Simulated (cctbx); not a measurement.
# Accept or mend?

Cell a = 10.4370 Å, b = 10.4370 Å, c = 10.4370 Å, α = 90.00°, β = 90.00°, γ = 90.00°; space group Fd-3m (no. 227, origin choice 1).

Simulated single-crystal data (cctbx): Cu Kα, λ = 1.54184 Å, to d = 0.83 Å, 95 % of the full sphere, strongest reflection 70000 counts, noise from counting, a 1.5 % proportional error and a noise floor of 4 counts (s.d.); no absorption.

An anisotropic refinement with weights 1/σ² prints:

```text
Rint 0.017, 69 unique reflections to 0.84 A
cycle     R1     wR2    GooF  max shift (A)
   1  0.0674  0.1446  23.170   0.00312
   2  0.0670  0.1439  23.059   0.00000
final R1 0.0670 wR2 0.1439 GooF 23.059  parameters 5  data/parameter 13.8
atom        x        y        z      Ueq    occ   su(xyz)  su(Uiso or U11)
Ir1    0.87500  0.87500  0.12500   0.0164  1.000  0.00000  0.0012
Se1    0.36842  0.13158  0.13158   0.0255  1.000  0.00029  0.0017
difference map: max 19.00 min -6.60 rms 0.87
Q1    0.0000  0.0000  0.5000    8   19.00  2.38 A from Se1
Q2    0.1250  0.1250  0.1250   16    2.29  0.00 A from Ir1
Q3    0.0000  0.0000  0.2328   48    1.99  2.12 A from Se1
Q4    0.1087  0.1087  0.3913   32    1.39  0.41 A from Se1
Q5    0.0045  0.0880  0.4120   96    1.04  1.47 A from Se1
Q6    0.0989  0.0989  0.9011   32    0.96  0.35 A from Se1
```

**Question.** Can this result stand? If not, what is the likely fault?

Mend it. The fault: an atom left out, Mg at (1/4, 3/4, 1/4). Against the right model at the same level, R1 goes from 0.0028 to 0.0670 and GooF from 0.91 to 23.06 and the top difference peak, 19.0 e/Å³, lies 2.38 Å from Se1. Q1 is the missing atom. With scattering power missing, scale and phases suffer, so peaks may also grow on the heavy atoms.

The compound is MgIr2Se4. The right model at the same level gives:

```text
Rint 0.017, 69 unique reflections to 0.84 A
cycle     R1     wR2    GooF  max shift (A)
   1  0.0028  0.0058   0.938   0.00002
   2  0.0028  0.0056   0.905   0.00000
final R1 0.0028 wR2 0.0056 GooF 0.905  parameters 6  data/parameter 11.5
atom        x        y        z      Ueq    occ   su(xyz)  su(Uiso or U11)
Ir1    0.87500  0.87500  0.12500   0.0170  1.000  0.00000  0.0000
Se1    0.36859  0.13141  0.13141   0.0260  1.000  0.00001  0.0001
Mg1    0.25000  0.75000  0.25000   0.0371  1.000  0.00000  0.0004
difference map: max 0.12 min -0.14 rms 0.04
Q1    0.9947  0.1383  0.1383   96    0.12  1.22 A from Se1
Q2    0.0335  0.0335  0.4665   32    0.11  0.60 A from Mg1
Q3    0.0184  0.1524  0.6524   96    0.10  1.59 A from Se1
Q4    0.0166  0.2122  0.7122   96    0.09  1.95 A from Se1
Q5    0.0477  0.0477  0.9523   32    0.08  1.28 A from Se1
Q6    0.0033  0.0621  0.3414  192    0.06  1.55 A from Se1
```

Isotropic U is held between 0.0001 and 1 Å² by the program, and listed peak heights are interpolated, so they can pass the grid's maximum.

This is a model crystal, built by substitution and not relaxed, with assumed displacement parameters.

[Middle refinement cycles are left out of these outputs.]

[Logs are printed without paths, hosts, clocks, repeated set-up lines and the standing remarks that a program may print on its own settings, such as how far it seeks lower states.]
